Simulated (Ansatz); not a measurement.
# SiO2 (P4_32_12): band gap by G0W0 on LDA

How far does one-shot GW move the LDA gap of SiO2 (P4_32_12)?

Calculated with Ansatz 0.2.0; LDA, then G0W0 on it, plane waves, PAW.

**1. Starting point**

The structure is tetragonal, space group P4_32_12 (No. 96). The conventional cell has a = 4.933 Å, b = 4.933 Å, c = 6.465 Å, α = 90.00°, β = 90.00°, γ = 90.00°. Si has 4 O at 1.62 Å nearest. O has 2 Si at 1.62 Å nearest. Farther neighbours and most contacts between anions are not listed.

The cell and positions come from the Crystallography Open Database and are kept as given unless a step says otherwise.

The logs state that the PAW files were generated under PBE.

**2. Bands along the symmetry lines**

Levels along a band path and on the mesh show where this functional puts the band edges.

This step: DFT, LDA, plane waves, PAW; PAW set soft_1.

input.yaml

```yaml
crystal:
  lattice:
    - [4.9329, 0.0, 0.0]
    - [0.0, 4.9329, 0.0]
    - [0.0, 0.0, 6.4645]
  atoms:
    - { symbol: Si, position: [0.817705, 0.817705, 0.5] }
    - { symbol: Si, position: [0.682295, 0.317705, 0.25] }
    - { symbol: Si, position: [0.182295, 0.182295, 0.0] }
    - { symbol: Si, position: [0.317705, 0.682295, 0.75] }
    - { symbol: O, position: [0.26834, 0.36457, 0.80193] }
    - { symbol: O, position: [0.13543, 0.76834, 0.55193] }
    - { symbol: O, position: [0.73166, 0.63543, 0.30193] }
    - { symbol: O, position: [0.86457, 0.23166, 0.05193] }
    - { symbol: O, position: [0.76834, 0.13543, 0.44807] }
    - { symbol: O, position: [0.63543, 0.73166, 0.69807] }
    - { symbol: O, position: [0.23166, 0.86457, 0.94807] }
    - { symbol: O, position: [0.36457, 0.26834, 0.19807] }
kpoints:
  mp_grid: { grid: [6, 6, 4] }
  band_path:
    path:
      - [[0.0, 0.0, 0.0], [0.0, 0.5, 0.0], [0.5, 0.5, 0.0], [0.0, 0.0, 0.0], [0.0, 0.0, 0.5], [0.0, 0.5, 0.5], [0.5, 0.5, 0.5], [0.0, 0.0, 0.5]]
      - [[0.0, 0.5, 0.0], [0.0, 0.5, 0.5]]
      - [[0.5, 0.5, 0.0], [0.5, 0.5, 0.5]]
    npoints: 10
hamiltonian:
  xc: lda
  pseudopotentials: { kind: paw, azcp: { folder: soft_1 }, xc_functional: pbe }
scf:
  occupations: { method: fermi_dirac, width: 0.02 }
  n_extra_bands: 8
output:
  eigenvalues: true
  write_density: true
  write_potential: true
  elf: true
  volumetric_format: npy
```

Started as:

```console
ansatz run input.yaml --threads 3 --pin off --max-ram 92160MiB --backend cuda --events-out ev --progress --plain --runs-dir out --devices 1 --max-vram 13GiB
```

Numbers of over 12 decimals in the logs are rounded to 6 here.

Log:

```text
scf.n_extra_bands = 8 over 32 filled bands (N_el = 64.0): the run solves 40 bands
GPUs: using 1 of 1 available (devices: 1).
Engine: ansatz 0.2.0, x86_64-unknown-linux-gnu
Pseudopotentials: kind: paw
Pseudopotential: Si, paw, valence charge 4, recommended cutoff 420 eV (normal), soft_1/Si.paw.azcp
Pseudopotential: O, paw, valence charge 6, recommended cutoff 420 eV (normal), soft_1/O.paw.azcp
Functional definition: SPW92
  exchange = slater_x
  correlation = pw_c
device memory: the entry about to start is reckoned to put 2.5 GiB on a device that reports 45.6 GiB free (of which the cap on the GPU budget leaves the run 13.0 GiB)
GPU FFT provider: cuFFT
GPU libraries: cuBLAS 13.8.2, cuFFT 12.4.0, cuSOLVER 12.3.4
Crystal: 12 atoms, lattice volume = 157.304 Å³
Basis set: ecut = 420 eV, 3097 PW (Γ)
Bands: 40, of which v1, the nominal top of the filled ones, is band 32 counted from 1 (31 counted from 0)
Symmetry: 8 space group operations
Space group: P43212 (ITA 96), of the structure as read, at distance tolerance 5.4e-5 Å
k-points: 30 of 144 (time reversal used)
Non-local potential: Si, projectors of the file, l = 0: 2, l = 1: 2, l = 2: 1
Non-local potential: O, projectors of the file, l = 0: 2, l = 1: 2, l = 2: 1
PAW form: soft (Blöchl's): semilocal exchange-correlation on the pseudo side does not see the compensation charge
PAW frozen core: Si, regenerated for the run's functional, and the local potential with it (the file was generated under x = pbe(κ = 0.804, μ = 0.219515), c = pbe(β = 0.066725))
PAW frozen core: O, regenerated for the run's functional, and the local potential with it (the file was generated under x = pbe(κ = 0.804, μ = 0.219515), c = pbe(β = 0.066725))
PAW one-centre angular grid: Si, 110 points (default); XC on 64 Gauss nodes
PAW one-centre angular grid: O, 110 points (default); XC on 64 Gauss nodes
Initial density: superposition of atomic densities (chi_scale 0.1, normalization cell, long waves kept (reshape's long-wave potential 0.01 eV rms))
Initial wavefunctions: pseudopotential atomic-orbital guess
GPU buffer pool allocated for 58320 grid points (all kernels)
GPU transforms: local potential and band sums: pruned to the plane-wave sphere, on 36×36×45
Functional: x = slater, c = lda
SCF iter   1: F=—  HF=-6896.769136 eV  |F-HF|=—  |Δ(HF+E_count)|=         —  Δρ=1.21e-1  dr2=2.05e1  ethr=3.10e-3  ⟨swp⟩=8.3  Hψ=6090  notcnv=0
preconditioner: auto → Resta (q_TF=auto, 2.349 Å⁻¹)  ε∞=2.9  [insulator: Δε(μ)=6.942 eV  Ē_g=17.120 eV  σ=0.020 eV  W_gap=1.00  n_scr=36 (ndim 8)  ℏωp=23.7 eV  f_vac=0.038  D(μ)=0.00/eV (n_scr^D=0)  ε∞_Penn≈2.9]
SCF iter   2: F=—  HF=-6891.003347 eV  |F-HF|=—  |Δ(HF+E_count)|=    5.77e0  Δρ=4.20e-2  dr2=1.17e0  ethr=3.10e-3  ⟨swp⟩=4.1  Hψ=3363  notcnv=0  defer=120
SCF iter   3: F=—  HF=-6890.756820 eV  |F-HF|=—  |Δ(HF+E_count)|=   2.47e-1  Δρ=2.01e-2  dr2=3.57e-1  ethr=1.83e-3  ⟨swp⟩=2.0  Hψ=1197  notcnv=0  defer=120
SCF iter   4: F=—  HF=-6890.678178 eV  |F-HF|=—  |Δ(HF+E_count)|=   7.86e-2  Δρ=1.41e-3  dr2=2.59e-3  ethr=5.58e-4  ⟨swp⟩=3.5  Hψ=2116  notcnv=0  defer=120
SCF iter   5: F=—  HF=-6890.679601 eV  |F-HF|=—  |Δ(HF+E_count)|=   1.42e-3  Δρ=2.58e-4  dr2=6.73e-5  ethr=4.05e-6  ⟨swp⟩=2.1  Hψ=2009  notcnv=0  defer=120
SCF iter   6: F=—  HF=-6890.679853 eV  |F-HF|=—  |Δ(HF+E_count)|=   2.51e-4  Δρ=5.41e-5  dr2=3.44e-6  ethr=1.05e-7  ⟨swp⟩=2.7  Hψ=2264  notcnv=0  defer=120
SCF iter   7: F=—  HF=-6890.679855 eV  |F-HF|=—  |Δ(HF+E_count)|=   2.18e-6  Δρ=1.03e-5  dr2=1.06e-7  ethr=5.37e-9  ⟨swp⟩=2.6  Hψ=2057  notcnv=0  defer=120
SCF iter   8: F=-6890.679855 eV  HF=-6890.679855 eV  |F-HF|=8.88e-10  |Δ(HF+E_count)|=   2.27e-8  Δρ=1.32e-6  dr2=2.33e-9  ethr=1.56e-10  ⟨swp⟩=12.9  Hψ=5393  notcnv=0
SCF 1 converged in 8 iterations: F = -6890.679855 eV  dr2 = 2.33e-9
  greatest PAW one-centre occupation: 0.855 electrons in one spin orbital (limit 2), on the O atom at site 11 (counted from 0), in its partial waves of l = 0
device memory: the entry about to start is reckoned to put 2.5 GiB on a device that reports 43.6 GiB free (of which the cap on the GPU budget leaves the run 13.0 GiB)
NSCF: frozen V_eff on 93 k-points
SCF converged after 8 iterations
Free energy (F): -6890.679855 eV
Harris-Foulkes:  -6890.679855 eV  (|F-HF|=8.88e-10)
Internal energy: -6890.679855 eV  (E = F + TS)
E sigma→0 (E₀):  -6890.679855 eV
Fermi energy:    4.605761 eV
--- Per-component energies (eV) ---
  E_band       = -319.513940
  E_kinetic    = 1543.711333
  E_local      = -4055.774029  (includes V_loc(G=0)·N_el)
  E_nonlocal   = 527.803716
  E_hartree    = 1480.246541
  E_xc         = -789.864162
  E_vxc        = -920.193418  (∫ρ·V_xc dr)
  E_paw        = -3163.610255  (= ΣΔE_a)
  E_vpaw       = -375.562955  (= ΣTr[D̂ρ^β])
  E_aug_tail   = 0.006853  (compensation charges beyond the density's cutoff)
  E_ewald      = -2434.312545
  E_core_change = 1.112695  (= ΣΔE_core)
  E_smearing   = -0.000000  (= −TS)
  E_closure    = 0.000000  (closes the sum)
  Σ components = -6890.679855   (vs F -6890.679855, Δ=0.00e0)
--- Band table (eV; the first three rows and the last of 30) ---
  k-point 0: bands = [... 28 lower, 1.0211, 1.3941, 1.3941, 1.8648, 7.3449, 10.3792, 10.3792, 11.0016, ... 4 higher]
  k-point 1: bands = [... 28 lower, 1.0481, 1.1243, 1.3787, 1.7455, 7.7551, 9.8316, 10.6144, 10.9843, ... 4 higher]
  k-point 2: bands = [... 28 lower, 1.1361, 1.1361, 1.4452, 1.4452, 8.7513, 8.7513, 10.7765, 10.7765, ... 4 higher]
  k-point 29: bands = [... 28 lower, 1.3600, 1.3600, 1.3600, 1.3600, 10.6759, 10.6759, 10.6759, 10.6759, ... 4 higher]
```

It took 17 s on 1 × NVIDIA H100 80GB HBM3 (shared by 6 runs) with 3 threads of AMD EPYC 7R13 (Zen 3), shared host; peak memory 0.89 GiB.

The column dr2 measures how far the density is from self-consistency, as an energy; F and HF (Harris–Foulkes) agree once it is small.

Numbers from this step:

```yaml
filled_bands: 32
gap: 5.480 eV
valence_top_at: Γ
conduction_bottom_at: Γ
least_direct_gap: 5.480 eV
```

Over mesh and path the gap is 5.480 eV, direct, at k = Γ.

The electronic bands at the labelled points (eV, zero at the top of the highest nominally filled band):

| point | band 29 | band 30 | band 31 | band 32 | band 33 | band 34 | band 35 | band 36 |
| --- | --- | --- | --- | --- | --- | --- | --- | --- |
| Γ | -0.84 | -0.47 | -0.47 | 0.00 | 5.48 | 8.51 | 8.51 | 9.14 |
| halfway | -0.94 | -0.56 | -0.54 | -0.17 | 6.17 | 8.66 | 8.66 | 8.91 |
| X | -0.73 | -0.73 | -0.54 | -0.54 | 7.60 | 7.60 | 8.87 | 8.87 |
| halfway | -0.70 | -0.70 | -0.52 | -0.52 | 7.93 | 7.93 | 8.55 | 8.55 |
| M | -0.59 | -0.59 | -0.50 | -0.50 | 8.35 | 8.35 | 8.44 | 8.44 |
| halfway | -0.91 | -0.67 | -0.57 | -0.27 | 6.76 | 8.30 | 8.66 | 8.90 |
| Γ | -0.84 | -0.47 | -0.47 | 0.00 | 5.48 | 8.51 | 8.51 | 9.14 |
| halfway | -0.82 | -0.74 | -0.49 | -0.12 | 5.89 | 7.97 | 8.75 | 9.12 |
| Z | -0.73 | -0.73 | -0.42 | -0.42 | 6.89 | 6.89 | 8.91 | 8.91 |
| halfway | -0.88 | -0.88 | -0.31 | -0.31 | 7.28 | 7.28 | 9.12 | 9.12 |
| R | -0.91 | -0.91 | -0.23 | -0.23 | 7.95 | 7.95 | 8.93 | 8.93 |
| halfway | -0.81 | -0.81 | -0.28 | -0.28 | 8.19 | 8.19 | 8.95 | 8.95 |
| A | -0.50 | -0.50 | -0.50 | -0.50 | 8.81 | 8.81 | 8.81 | 8.81 |
| halfway | -0.88 | -0.88 | -0.30 | -0.30 | 7.62 | 7.62 | 9.28 | 9.28 |
| Z | -0.73 | -0.73 | -0.42 | -0.42 | 6.89 | 6.89 | 8.91 | 8.91 |
| jump to X | -0.73 | -0.73 | -0.54 | -0.54 | 7.60 | 7.60 | 8.87 | 8.87 |
| halfway | -0.87 | -0.87 | -0.34 | -0.34 | 7.75 | 7.75 | 8.93 | 8.93 |
| R | -0.91 | -0.91 | -0.23 | -0.23 | 7.95 | 7.95 | 8.93 | 8.93 |
| jump to M | -0.59 | -0.59 | -0.50 | -0.50 | 8.35 | 8.35 | 8.44 | 8.44 |
| halfway | -0.57 | -0.57 | -0.49 | -0.49 | 8.54 | 8.54 | 8.60 | 8.60 |
| A | -0.50 | -0.50 | -0.50 | -0.50 | 8.81 | 8.81 | 8.81 | 8.81 |

ELF in the ac plane at fractional y = 0.232, with atoms of O within 0.2 Å of it. It is the smooth field of the valence electrons, not physical close to the nuclei.

Values, 18 rows by 14 columns, each cell a mean:
```
0.60 0.23 0.20 0.30 0.32 0.24 0.12 0.04 0.04 0.36 0.76 0.84 0.82 0.78
0.24 0.26 0.53 0.69 0.69 0.53 0.28 0.07 0.02 0.15 0.52 0.68 0.64 0.47
0.12 0.41 0.71 0.79 0.78 0.70 0.49 0.17 0.02 0.03 0.16 0.28 0.24 0.12
0.14 0.49 0.72 0.79 0.80 0.76 0.58 0.24 0.03 0.00 0.01 0.03 0.03 0.03
0.13 0.44 0.69 0.79 0.80 0.73 0.51 0.17 0.02 0.00 0.01 0.01 0.01 0.01
0.04 0.23 0.51 0.66 0.68 0.56 0.27 0.04 0.01 0.03 0.07 0.07 0.03 0.01
0.01 0.04 0.16 0.30 0.33 0.19 0.04 0.01 0.07 0.29 0.46 0.47 0.32 0.09
0.07 0.01 0.02 0.04 0.05 0.02 0.01 0.08 0.35 0.65 0.76 0.77 0.67 0.40
0.23 0.03 0.00 0.00 0.00 0.01 0.03 0.20 0.56 0.78 0.84 0.84 0.81 0.64
0.31 0.04 0.01 0.01 0.03 0.03 0.04 0.20 0.59 0.80 0.80 0.81 0.82 0.69
0.23 0.03 0.03 0.14 0.28 0.22 0.11 0.15 0.49 0.79 0.81 0.81 0.78 0.62
0.08 0.02 0.14 0.50 0.68 0.64 0.43 0.23 0.30 0.67 0.80 0.79 0.64 0.37
0.03 0.04 0.35 0.74 0.85 0.83 0.77 0.59 0.25 0.25 0.39 0.39 0.27 0.12
0.10 0.08 0.42 0.78 0.77 0.63 0.77 0.79 0.44 0.12 0.18 0.31 0.35 0.25
0.36 0.15 0.41 0.77 0.70 0.50 0.72 0.78 0.46 0.20 0.53 0.73 0.72 0.61
0.67 0.32 0.35 0.74 0.82 0.75 0.75 0.63 0.29 0.35 0.76 0.80 0.72 0.75
0.82 0.47 0.20 0.48 0.73 0.73 0.59 0.34 0.13 0.42 0.78 0.64 0.40 0.69
0.81 0.43 0.17 0.18 0.27 0.34 0.24 0.10 0.07 0.45 0.80 0.75 0.59 0.75
```
Columns run along a (4.9 Å), rows up along c (6.5 Å). Atoms in or near the plane, at fractional coordinates: O at (0.86, 0.05), O at (0.36, 0.20).

Valence density in the ac plane at fractional y = 0.232, with atoms of O within 0.2 Å of it. It is the smooth field of the valence electrons, not physical close to the nuclei.

Ten steps, logarithmic in the rise over the least value, from '0' (0.0 e/Å³) to '9' (7.2 e/Å³), each cell a mean:
```
43333310024666
33455320002333
23566421000111
13466421000000
02355320000000
01223210000000
00011000011110
00000000124431
10000001246652
10000001367763
10001112367753
10013333356542
10246764334432
11358986423332
32368986434554
53457864346787
64345543236998
64223321136898
```
Columns run along a (4.9 Å), rows up along c (6.5 Å). Atoms in or near the plane, at fractional coordinates: O at (0.86, 0.05), O at (0.36, 0.20).

[end of part 1 of 2]

[Paths, hosts, dates, memory and timing lines, banners, echoed tables and standing remarks are left out of the program output.]

[Logs are printed without paths, hosts, clocks, repeated set-up lines and the standing remarks that a program may print on its own settings, such as how far it seeks lower states.]

[Runs of the session that timed out or met a known fault of the program may be left out.]

[Cells called generated may have been cut or substituted from an entry of the Crystallography Open Database or the Materials Project.]

[Hosts, paths, dates, database ids (printed as entryN), source tags and the programs' standing remarks are cut or masked in the printed files.]

[Where an RPA ε∞ is given, it is that of the G0W0 mesh and is not shown converged in it. Names of k-points follow the symmetry that the program found, which can be lower than the space group named. Band edges on a path are those of the sampled points; other points can move an edge, and change direct to indirect where valleys lie close.]

[Hybrid gaps are those of their k-mesh and are not shown converged in it.]
